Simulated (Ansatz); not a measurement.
# NaVSe3 (model cell, started as cubic perovskite with V in the octahedra): a soft mode frozen in

Wanted: the energy along a soft mode of NaVSe3 (model cell, started as cubic perovskite with V in the octahedra) and the structure at the end.

Method: DFT PBE, scalar-relativistic, plane waves, PAW, in Ansatz 0.2.0.

The structure was built from a prototype and need not be the compound's stable phase.

### 1. Set-up

Symmetry: Pm-3m, No. 221, cubic system. The conventional cell has a = 4.899 Å, b = 4.899 Å, c = 4.899 Å, α = 90.00°, β = 90.00°, γ = 90.00°. Na has 12 Se at 3.46 Å nearest. V has 6 Se at 2.45 Å nearest. Nearest to Se lie 2 V at 2.45 Å and 4 Na at 3.46 Å. Farther neighbours and most contacts between anions are not listed.

### 2. The dispersion

The cell comes from relaxations at this level that are not shown. Stability and thermal properties need the whole zone. Linear response on a 2×2×2 q mesh gives force constants as far as a supercell of that size would.

The input, input.yaml:

```yaml
crystal:
  lattice:
    - [4.8990130555, 0.0, 0.0]
    - [0.0, 4.8990130555, 0.0]
    - [0.0, 0.0, 4.8990130555]
  atoms:
    - { symbol: Na, position: [0.0, 0.0, 0.0] }
    - { symbol: V, position: [0.5, 0.5, 0.5] }
    - { symbol: Se, position: [0.5, 0.5, 0.0] }
    - { symbol: Se, position: [0.5, 0.0, 0.5] }
    - { symbol: Se, position: [0.0, 0.5, 0.5] }
kpoints:
  mp_grid: { grid: [6, 6, 6] }
hamiltonian:
  xc: pbe
scf:
  occupations: { method: methfessel_paxton, width: 0.15 }
output:
  eigenvalues: true
phonons:
  method: dfpt
  qmesh: [2, 2, 2]
  temperatures: { t_max: 1000, t_step: 50 }
  qpath:
    path:
      - [[0.0, 0.0, 0.0], [0.0, 0.5, 0.0], [0.5, 0.5, 0.0], [0.0, 0.0, 0.0], [0.5, 0.5, 0.5], [0.0, 0.5, 0.0]]
      - [[0.5, 0.5, 0.5], [0.5, 0.5, 0.0]]
    npoints: 10
```

The run is started by

```sh
$ ansatz run input.yaml --threads 8 --pin off --max-ram 14336MiB --backend cpu --events-out ev --progress --plain --runs-dir out
```

Numbers of over 12 decimals in the logs are rounded to 6 here.

What it wrote:

```text
Engine: ansatz 0.2.0, aarch64-unknown-linux-gnu
Pseudopotentials: kind: paw
Pseudopotential: Na, paw, valence charge 9, recommended cutoff 420 eV (normal), Na.paw.azcp
Pseudopotential: V, paw, valence charge 13, recommended cutoff 420 eV (normal), V.paw.azcp
Pseudopotential: Se, paw, valence charge 16, recommended cutoff 420 eV (normal), Se.paw.azcp
Functional definition: PBE
  parameter kappa = 0.804
  parameter beta = 0.066725
  exchange = pbe_x(kappa = kappa, mu = beta*pi^2/3)
  correlation = pbe_c(beta = beta)
Crystal: 5 atoms, lattice volume = 117.578 Å³
Basis set: ecut = 420 eV, 2325 PW (Γ), exchange–correlation on 72×72×72 points (8 copies of the dense FFT grid, shifted against one another)
Bands: 42, of which v1, the nominal top of the filled ones, is band 35 counted from 1 (34 counted from 0)
Symmetry: 48 space group operations
k-points: 20 of 216
Non-local potential: Na, projectors of the file, l = 0: 3, l = 1: 2, l = 2: 1
Non-local potential: V, projectors of the file, l = 0: 3, l = 1: 2, l = 2: 3, l = 3: 1
Non-local potential: Se, projectors of the file, l = 0: 2, l = 1: 2, l = 2: 3, l = 3: 1
PAW form: soft (Blöchl's): semilocal exchange-correlation on the pseudo side does not see the compensation charge
PAW one-centre angular grid: Na, 110 points (default); XC on 64 Gauss nodes
PAW one-centre angular grid: V, 590 points (default); XC on 64 Gauss nodes
PAW one-centre angular grid: Se, 590 points (default); XC on 64 Gauss nodes
Initial density: superposition of atomic densities (neutral atoms: chi_scale 0, normalization atom), corrected by the library's trained network
Initial wavefunctions: pseudopotential atomic-orbital guess
Functional: x = pbe(κ = 0.804, μ = 0.219515), c = pbe(β = 0.066725)
SCF iter   1: F=—  HF=-20808.359878 eV  |F-HF|=—  |Δ(HF+E_count)|=         —  Δρ=5.90e-3  dr2=7.25e-2  ethr=1.77e-3  ⟨swp⟩=5.7  Hψ=2921  notcnv=0
preconditioner: auto → LDOS  [metal: Δε(μ)=0.007 eV  Ē_g=7.420 eV  σ=0.150 eV  W_gap=0.04  n_scr=26 (ndim 8)  ℏωp=16.8 eV  f_vac=0.121  D(μ)=7.97/eV (n_scr^D=80)  β→1.0]
SCF iter   2: F=—  HF=-20808.357994 eV  |F-HF|=—  |Δ(HF+E_count)|=   1.88e-3  S|Δr|=    0.00e0  Δρ=1.95e-3  dr2=5.30e-3  ethr=1.04e-4  ⟨swp⟩=1.1  Hψ=1003  notcnv=0
SCF iter   3: F=—  HF=-20808.358125 eV  |F-HF|=—  |Δ(HF+E_count)|=   1.31e-4  S|Δr|=    0.00e0  Δρ=8.55e-4  dr2=7.70e-4  ethr=7.57e-6  ⟨swp⟩=2.0  Hψ=1139  notcnv=0
SCF iter   4: F=—  HF=-20808.358057 eV  |F-HF|=—  |Δ(HF+E_count)|=   6.80e-5  S|Δr|=    0.00e0  Δρ=1.27e-4  dr2=2.42e-5  ethr=1.10e-6  ⟨swp⟩=1.5  Hψ=856  notcnv=0
SCF iter   5: F=—  HF=-20808.358059 eV  |F-HF|=—  |Δ(HF+E_count)|=   1.84e-6  S|Δr|=    0.00e0  Δρ=4.98e-5  dr2=4.68e-6  ethr=3.46e-8  ⟨swp⟩=2.0  Hψ=1160  notcnv=0
SCF iter   6: F=—  HF=-20808.358061 eV  |F-HF|=—  |Δ(HF+E_count)|=   2.66e-6  S|Δr|=    0.00e0  Δρ=1.55e-5  dr2=5.92e-7  ethr=6.68e-9  ⟨swp⟩=2.1  Hψ=1476  notcnv=0
SCF iter   7: F=—  HF=-20808.358061 eV  |F-HF|=—  |Δ(HF+E_count)|=   1.02e-7  S|Δr|=    0.00e0  Δρ=3.23e-6  dr2=1.25e-8  ethr=8.45e-10  ⟨swp⟩=2.2  Hψ=1549  notcnv=0
SCF iter   8: F=—  HF=-20808.358061 eV  |F-HF|=—  |Δ(HF+E_count)|=   2.41e-9  S|Δr|=    0.00e0  Δρ=3.46e-6  dr2=2.08e-8  ethr=1.79e-11  ⟨swp⟩=2.0  Hψ=1089  notcnv=0
SCF iter   9: F=—  HF=-20808.358061 eV  |F-HF|=—  |Δ(HF+E_count)|=  9.02e-10  S|Δr|=    0.00e0  Δρ=3.43e-7  dr2=2.28e-10  ethr=1.79e-11  ⟨swp⟩=1.3  Hψ=846  notcnv=0
SCF iter  10: F=-20808.358061 eV  HF=-20808.358061 eV  |F-HF|=7.28e-12  |Δ(HF+E_count)|=    0.00e0  S|Δr|=    0.00e0  Δρ=1.40e-8  dr2=1.57e-13  ethr=1.00e-12  ⟨swp⟩=4.5  Hψ=3588  notcnv=0
SCF 1 converged in 10 iterations: F = -20808.358061 eV  dr2 = 1.57e-13
  greatest PAW one-centre occupation: 1.000 electrons in one spin orbital (limit 2), on the Se atom at site 2 (counted from 0), in its partial waves of l = 2
Initial density: read from a saved state, or passed on in memory by an earlier SCF of this step, an earlier step, the calling program or the single point that the run made first
iter 1 solved again at ethr=2.65e-7 eV; its pass at ethr=3.10e-3 eV (dr2=1.86e-4 eV) is discarded
SCF iter   1: F=—  HF=-20808.358066 eV  |F-HF|=—  |Δ(HF+E_count)|=         —  Δρ=5.83e-7  dr2=1.49e-10  ethr=2.65e-7  ⟨swp⟩=3.0  Hψ=4745  notcnv=0
eigensolver tolerance schedule: the retry pair's looser diagonalisation over-reported the residual by 1244441.38 of it (diagonalisation noise at an unbounded share of the residual, at the tolerance the schedule requests for it); recorded, not acted on — ethr = c·dr2/N_el stays at c = 1.0e-1
preconditioner: auto → LDOS  [metal: Δε(μ)=0.005 eV  Ē_g=7.409 eV  σ=0.150 eV  W_gap=0.03  n_scr=26 (ndim 8)  ℏωp=16.8 eV  f_vac=0.119  D(μ)=8.37/eV (n_scr^D=80)  β→1.0]
SCF iter   2: F=—  HF=-20808.358061 eV  |F-HF|=—  |Δ(HF+E_count)|=   4.23e-6  S|Δr|=    0.00e0  Δρ=5.90e-7  dr2=1.61e-10  ethr=1.00e-12  ⟨swp⟩=3.8  Hψ=2293  notcnv=0
SCF iter   3: F=—  HF=-20808.358061 eV  |F-HF|=—  |Δ(HF+E_count)|=  4.73e-11  S|Δr|=    0.00e0  Δρ=3.08e-7  dr2=3.72e-11  ethr=1.00e-12  ⟨swp⟩=2.0  Hψ=1483  notcnv=0
SCF iter   4: F=—  HF=-20808.358061 eV  |F-HF|=—  |Δ(HF+E_count)|=    0.00e0  S|Δr|=    0.00e0  Δρ=2.27e-7  dr2=2.10e-11  ethr=1.00e-12  ⟨swp⟩=1.0  Hψ=840  notcnv=0
SCF iter   5: F=-20808.358061 eV  HF=-20808.358061 eV  |F-HF|=7.28e-12  |Δ(HF+E_count)|=  3.64e-12  S|Δr|=    0.00e0  Δρ=1.30e-7  dr2=7.31e-12  ethr=1.00e-12  ⟨swp⟩=1.2  Hψ=1790  notcnv=0
SCF 2 converged in 5 iterations: F = -20808.358061 eV  dr2 = 7.31e-12
  greatest PAW one-centre occupation: 1.000 electrons in one spin orbital (limit 2), on the Se atom at site 4 (counted from 0), in its partial waves of l = 2
phonons: the bands overlap, so this run is a metal and interpolates without the dipole-dipole term. If the crystal is really an insulator or semiconductor, its LO-TO splitting is missing
NSCF: frozen V_eff on 20 k-points
WARN: eigensolver did not converge in 2 slots of this pass, the one above among them; of largest residual over every band (k=4): 1 band(s) unlocked (lowest unlocked band 41, counted from 0; max residual 2.67e-4 eV among the unlocked bands, 2.67e-4 eV over every band); of lowest unlocked band (k=4): band 41
NSCF: frozen V_eff on 64 k-points
DFPT response loops at q = (0, 0, 0) (fractional): preconditioner auto → Kerker (q_TF=auto, 2.502 Å⁻¹) (partly filled bands, converged f_vac=0.119); β = 1.00, the filter's whole step (`scf.mixing.beta` (0.50) is not read by the response loops under this deck's `scf.mixing.preconditioner`; to damp them name `kerker` or `kerker_dos`, under which they read `scf.mixing.beta`, and type it under 1.00, their step now; both keys bind the ground state too); Broyden in place of MSR1
NSCF: frozen V_eff on 128 k-points
DFPT response loops at q = (0, 0, -0.5) (fractional): mixed as the last ones told, above
NSCF: frozen V_eff on 128 k-points
DFPT response loops at q = (0, -0.5, -0.5) (fractional): mixed as the last ones told, above
NSCF: frozen V_eff on 128 k-points
DFPT response loops at q = (-0.5, -0.5, -0.5) (fractional): mixed as the last ones told, above
SCF converged after 10 iterations
Stability not checked: this state was not tested for a lower state beside it, because cold or Methfessel-Paxton smearing, or corrected tetrahedra, fill the levels in a way that the test cannot read (fill_not_monotonic; see scf.lower_state_search)
Free energy (F): -20808.358061 eV
Harris-Foulkes:  -20808.358061 eV  (|F-HF|=7.28e-12)
Internal energy: -20808.341253 eV  (E = F + TS)
E sigma→0 (E₀):  -20808.353859 eV
Entropy (-TS):   -0.016808 eV (-3.362 meV/atom)
Fermi energy:    7.540076 eV
Step filling:    the computed levels leave a gap of 0.0032 eV = 0.0 smearing widths at the electron count; against every level under it full and every level over it empty, smearing changes F+E_penalty+E_count by -11.479 meV and its σ→0 estimate by -7.277 meV
--- Per-component energies (eV) ---
  E_band       = -1637.040991
  E_kinetic    = 811.806228
  E_local      = -10477.733814  (includes V_loc(G=0)·N_el)
  E_nonlocal   = -1718.919403
  E_hartree    = 4918.267677
  E_xc         = -481.589583
  E_vxc        = -509.343876  (∫ρ·V_xc dr)
  E_paw        = -7108.908111  (= ΣΔE_a)
  E_vpaw       = 420.616005  (= ΣTr[D̂ρ^β])
  E_aug_tail   = -0.001485  (compensation charges beyond the density's cutoff)
  E_ewald      = -6751.262762
  E_smearing   = -0.016808  (= −TS)
  E_closure    = -0.000000  (closes the sum)
  Σ components = -20808.358061   (vs F -20808.358061, Δ=0.00e0)
--- Band table (eV; the first three rows and the last of 20) ---
  k-point 0: bands = [... 31 lower, 6.4845, 6.6704, 6.6704, 6.6704, 7.3001, 7.3001, 7.3001, 7.7458, ... 3 higher]
  k-point 1: bands = [... 31 lower, 6.2824, 6.3174, 6.6768, 6.9563, 6.9563, 7.6627, 7.6627, 7.7518, ... 3 higher]
  k-point 2: bands = [... 31 lower, 5.2188, 6.0232, 6.6896, 7.0219, 7.0219, 7.7597, 8.1725, 8.1725, ... 3 higher]
  k-point 19: bands = [... 31 lower, 3.7513, 8.0645, 8.0645, 8.0645, 8.1941, 8.1941, 8.1941, 9.7299, ... 3 higher]
--- Phonons (Γ-DFPT): 4 representative perturbations + reference (Σ response iterations 12) ---
  ASR residual: 3.770e-5 → 0.000e0 eV/Å²; symmetrization residual: 6.735e-6 eV/Å²
  ASR residual per site (eV/Å²): 3.77e-5 9.28e-6 1.64e-5 1.64e-5 1.64e-5
  Γ frequencies (cm⁻¹): -143.71 -143.71 -143.71 -26.97 -26.97 -26.97 0.00 0.00 0.00 34.50 34.50 34.50 198.53 198.53 198.53
--- Phonons (arbitrary-q DFPT): 4 irreducible q on the 2×2×2 mesh ---
  q = [0.0000, 0.0000, 0.0000] (star 1, of the zone-centre solve; hermiticity 1.65e-6, symmetrization 1.32e-11): -143.71 -143.71 -143.71 -26.97 -26.97 -26.97 -0.00 0.00 0.00 34.50 34.50 34.50 198.53 198.53 198.53
  q = [0.0000, 0.0000, -0.5000] (star 3, 9 solved perturbations in 504 linear systems a pass and spin channel, the states on 64 of 216 k-point pairs; hermiticity 7.55e-7, symmetrization 2.91e-12): -128.80 -128.80 -11.34 -11.34 31.97 33.17 33.17 40.44 45.11 77.75 77.75 110.09 190.09 190.09 204.56
  q = [0.0000, -0.5000, -0.5000] (star 3, 9 solved perturbations in 504 linear systems a pass and spin channel, the states on 64 of 216 k-point pairs; hermiticity 7.03e-7, symmetrization 2.96e-12): -107.17 -69.47 -61.59 -50.03 -50.03 33.61 45.83 45.83 78.09 78.09 120.90 129.73 129.73 180.91 227.83
  q = [-0.5000, -0.5000, -0.5000] (star 1, 4 solved perturbations in 184 linear systems a pass and spin channel, the states on 64 of 216 k-point pairs; hermiticity 2.88e-7, symmetrization 1.14e-11): -146.43 -146.43 -60.73 -60.73 -60.73 39.29 39.29 39.29 117.06 117.06 117.06 122.19 122.19 122.19 249.25
  sum rule: each row above includes the acoustic sum rule's correction from the zone centre's row sums; it moved no ω² by more than (0.67 cm⁻¹)²
  mesh force constants: q→R imaginary residual 3.98e-18; ASR residual 3.770e-5 → 0.000e0 eV/Å²; symmetrization residual 9.770e-15 eV/Å²
  interpolated dispersion: 62 rows × 15 modes
  density of states and harmonic sums: on the 14×14×14 q-mesh, interpolated from the force constants of a 2×2×2 supercell (no non-analytic term)
  largest difference from the sums on the solved wave vectors: F 5.02e-2 eV, S 7.97e-5 and C_V 2.92e-5 eV/K
  zero-point energy: 0.060153 eV/cell   skipped modes (ω ≤ 0): 655, of them read as no rigid motion or as one in doubt: 652 (5.464e0 modes/cell left out, lowest -146.43 cm⁻¹)   left out of the sums: 3.64e-1 of the cell's modes: C_V's classical limit lies that fraction below 3 k_B per atom; for a crystal, a wire or a layer, F and S can be off by more, and a phonons.interpolated_qmesh denser along its periods is the remedy for the sampling
```

Run time: 6.6 min. Hardware: 8 threads of Arm Neoverse N1, shared host; peak memory 1.4 GiB; 28 min of CPU time.

This run has no spin polarisation, although V can carry a moment.

Numbers from this step:

```
volume per atom                                         : 23.52 Å³
gap on the k-mesh                                       : 0 eV
sum-rule residual before enforcement                    : 3.77e-5 eV/Å²
lowest frequency on the path                            : -146.4 cm⁻¹
point group                                             : m-3m
highest frequency on the path or at a solved wavevector : 249.6 cm⁻¹
highest optical mode at the zone centre (no LO-TO term) : 198.5 cm⁻¹
lowest optical zone-centre mode                         : -143.7 cm⁻¹
lowest mode on the q mesh (acoustic modes at Γ apart)   : -146.4 cm⁻¹
```

Frequencies (cm⁻¹) solved at each irreducible wavevector; negative means imaginary. Frequencies by wavevector, by row:

```csv
q in reciprocal lattice units,star,mode 1,mode 2,mode 3,mode 4,mode 13,mode 14,mode 15
0 0 0,1,-143.7,-143.7,-143.7,-27,198.5,198.5,198.5
0 0 -0.5,3,-128.8,-128.8,-11.3,-11.3,190.1,190.1,204.6
0 -0.5 -0.5,3,-107.2,-69.5,-61.6,-50,129.7,180.9,227.8
-0.5 -0.5 -0.5,1,-146.4,-146.4,-60.7,-60.7,122.2,122.2,249.2
```

Interpolated from a 2×2×2 q mesh. The phonon branches at the labelled points (cm⁻¹):

```csv
point,branch 1,branch 2,branch 3,branch 4,branch 12,branch 13,branch 14,branch 15
Γ,-144,-144,-144,-27,34,198,198,198
halfway,-136,-136,-90,-14,73,195,195,201
X,-129,-129,-11,-11,110,190,190,205
halfway,-117,-84,-45,-39,122,128,186,226
M,-107,-70,-62,-50,130,130,181,228
halfway,-126,-88,-85,-43,96,158,191,220
Γ,-144,-144,-144,-27,34,198,198,198
halfway,-77,-77,-77,-49,105,146,146,238
R,-146,-146,-61,-61,122,122,122,249
halfway,-80,-66,-56,-46,116,125,129,244
X,-129,-129,-11,-11,110,190,190,205
jump to R,-146,-146,-61,-61,122,122,122,249
halfway,-115,-81,-61,-43,122,126,126,248
M,-107,-70,-62,-50,130,130,181,228
```

Symmetry leaves 4 wavevectors to solve. The lowest mode among them, the acoustic zeros apart, lies at q = (-0.5, -0.5, -0.5) and is imaginary, 146.4i cm⁻¹, so the energy falls along it.

### 3. The mode frozen in, largest atomic shift 0 Å

The mode followed lies at q = (0, 0, -0.5) with frequency 128.8i cm⁻¹ and is 2-fold degenerate, one of the unstable modes though not the softest. At small amplitude the distorted cell has space group no. 51 by a symmetry search on the positions. The undistorted cell that holds it gives the zero of energy on the same k mesh.

System of this step: NaVSe3 (model cell, started as cubic perovskite with V in the octahedra). Symmetry: Pm-3m, No. 221, cubic system. The conventional cell has a = 4.899 Å, b = 4.899 Å, c = 4.899 Å, α = 90.00°, β = 90.00°, γ = 90.00°. Na has 12 Se at 3.46 Å nearest. Nearest to V lie 6 Se at 2.45 Å. Nearest to Se lie 2 V at 2.45 Å and 4 Na at 3.46 Å. Nearest to Se lie 2 V at 2.45 Å and 4 Na at 3.46 Å. Farther neighbours and most contacts between anions are not listed.

The input, input.yaml:

```yaml
crystal:
  lattice:
    - [4.8990130555, 0.0, 0.0]
    - [0.0, 4.8990130555, 0.0]
    - [0.0, 0.0, 9.798026111]
  atoms:
    - { symbol: Na, position: [0.0, 0.0, 0.0] }
    - { symbol: Na, position: [0.0, 0.0, 0.5] }
    - { symbol: V, position: [0.5, 0.5, 0.25] }
    - { symbol: V, position: [0.5, 0.5, 0.75] }
    - { symbol: Se, position: [0.5, 0.5, 0.5] }
    - { symbol: Se, position: [0.5, 0.5, 0.0] }
    - { symbol: Se, position: [0.5, 0.0, 0.25] }
    - { symbol: Se, position: [0.5, 0.0, 0.75] }
    - { symbol: Se, position: [0.0, 0.5, 0.25] }
    - { symbol: Se, position: [0.0, 0.5, 0.75] }
kpoints:
  mp_grid: { grid: [6, 6, 4] }
hamiltonian:
  xc: pbe
scf:
  occupations: { method: methfessel_paxton, width: 0.15 }
output:
  forces: true
  stress: true
  eigenvalues: true
```

What it wrote:

```text
[...]
Crystal: 10 atoms, lattice volume = 235.156 Å³
Basis set: ecut = 420 eV, 4597 PW (Γ), exchange–correlation on 72×72×144 points (8 copies of the dense FFT grid, shifted against one another)
Bands: 84, of which v1, the nominal top of the filled ones, is band 70 counted from 1 (69 counted from 0)
Symmetry: 32 space group operations
[...]
k-points: 30 of 144
[...]
k-point 0: bands = [... 66 lower, 6.6848, 6.6848, 6.7040, 7.0434, 7.0434, 7.3012, 7.3021, 7.3021, ... 10 higher]
  k-point 1: bands = [... 66 lower, 6.6821, 6.7002, 6.9234, 6.9234, 7.0334, 7.0334, 7.5272, 7.5272, ... 10 higher]
  k-point 2: bands = [... 66 lower, 6.6911, 6.6911, 7.0028, 7.0028, 7.0028, 7.0028, 7.7636, 7.7636, ... 10 higher]
  k-point 29: bands = [... 66 lower, 6.9894, 6.9894, 8.0475, 8.0475, 8.1459, 8.1459, 8.2848, 8.2848, ... 10 higher]
[key lines of the parts left out:]
SCF converged after 7 iterations
Free energy (F): -41616.760032 eV
Fermi energy:    7.541449 eV
P = ⅓ Tr σ = -0.0472 GPa (-0.472 kbar)
```

The job ended after 6.5 s (8 threads; peak memory 1.3 GiB; 49 s of CPU time).

This step gave:

* pressure: -0.04725 GPa
* energy from the undistorted cell: 0 meV/atom

The run ends at a pressure of -0.05 GPa.

### 4. The mode frozen in, largest atomic shift 0.32 Å

The atoms are moved along the unstable eigenvector, the largest shift by 0.32 Å, with the cell fixed.

input.yaml, the sections that differ from step 3:

```yaml
crystal:
  lattice:
    - [4.8990130555, 0.0, 0.0]
    - [0.0, 4.8990130555, 0.0]
    - [0.0, 0.0, 9.798026111]
  atoms:
    - { symbol: Na, position: [0.0, 0.0, 0.0] }
    - { symbol: Na, position: [0.0, 0.0, 0.5] }
    - { symbol: V, position: [0.5, 0.4346807211, 0.25] }
    - { symbol: V, position: [0.5, 0.5653192789, 0.75] }
    - { symbol: Se, position: [0.5, 0.5, 0.5] }
    - { symbol: Se, position: [0.5, 0.5, 0.0] }
    - { symbol: Se, position: [0.5, -0.0071698924, 0.25] }
    - { symbol: Se, position: [0.5, 0.0071698924, 0.75] }
    - { symbol: Se, position: [0.0, 0.5257482205, 0.25] }
    - { symbol: Se, position: [0.0, 0.4742517795, 0.75] }
# kpoints, hamiltonian, scf, output: as in step 3
```

What it wrote:

```text
[...]
Crystal: 10 atoms, lattice volume = 235.156 Å³
Basis set: ecut = 420 eV, 4597 PW (Γ), exchange–correlation on 72×72×144 points (8 copies of the dense FFT grid, shifted against one another)
Bands: 84, of which v1, the nominal top of the filled ones, is band 70 counted from 1 (69 counted from 0)
Symmetry: 8 space group operations
[...]
k-points: 48 of 144
[...]
k-point 0: bands = [... 66 lower, 6.3837, 6.7538, 6.7607, 6.8374, 7.0119, 7.2165, 7.7725, 8.2830, ... 10 higher]
  k-point 1: bands = [... 66 lower, 6.2161, 6.3784, 6.4929, 6.6051, 7.3954, 7.6236, 8.1808, 8.1850, ... 10 higher]
  k-point 2: bands = [... 66 lower, 6.2321, 6.2321, 6.4036, 6.4036, 7.8786, 7.8786, 8.1565, 8.1565, ... 10 higher]
  k-point 47: bands = [... 66 lower, 7.0982, 7.0982, 7.6756, 7.6756, 8.2064, 8.2064, 8.3748, 8.3748, ... 10 higher]
[key lines of the parts left out:]
SCF converged after 7 iterations
Free energy (F): -41616.970861 eV
Fermi energy:    7.569933 eV
P = ⅓ Tr σ = 1.3187 GPa (13.187 kbar)
```

Wall time 11 s (8 threads); peak memory 1.4 GiB.

Numbers from this step:

```yaml
pressure: 1.319 GPa
energy_from_the_undistorted_cell: -21.66 meV/atom
```

The energy, extrapolated to zero smearing, is -21.66 meV/atom against the undistorted cell.

The run ends at a pressure of 1.32 GPa, with forces up to 1.1 eV/Å.

### 5. Energy along the mode, all amplitudes (two of the runs are shown above)

An imaginary frequency means negative curvature, so the energy should fall and then rise again as anharmonic terms take over.

Numbers from this step:

| Property | Result |
| --- | --- |
| depth at the lowest point sampled | 21.66 meV/atom |
| largest atomic shift at that point | 0.32 Å |

Energy from the parent against largest atomic shift:

```csv
largest atomic shift (Å),energy from the parent (meV/atom)
0.000,0
0.040,-0.623
0.080,-2.47
0.140,-7.60
0.220,-17.6
0.320,-21.7
0.450,10.6
```

Displacement at unit largest shift by atom:

```csv
atom,x (Å),y (Å),z (Å),size
Na1,0.00,0.00,0.00,0.00
Na2,0.00,0.00,0.00,0.00
V3,0.00,-1.00,0.00,1.00
V4,0.00,1.00,0.00,1.00
Se5,0.00,0.00,0.00,0.00
Se6,0.00,0.00,0.00,0.00
Se7,0.00,-0.11,0.00,0.11
Se8,0.00,0.11,0.00,0.11
Se9,0.00,0.39,0.00,0.39
Se10,0.00,-0.39,0.00,0.39
```

The lowest of the steps tried is at 0.32 Å, 21.7 meV/atom below the parent; the bottom of the well need not coincide with a step.

(Part 1 of 2 ends here.)

[Logs are printed without paths, hosts, clocks, repeated set-up lines and the standing remarks that a program may print on its own settings, such as how far it seeks lower states.]

[Hosts, paths, dates, database ids (printed as entryN), source tags and the programs' standing remarks are cut or masked in the printed files.]
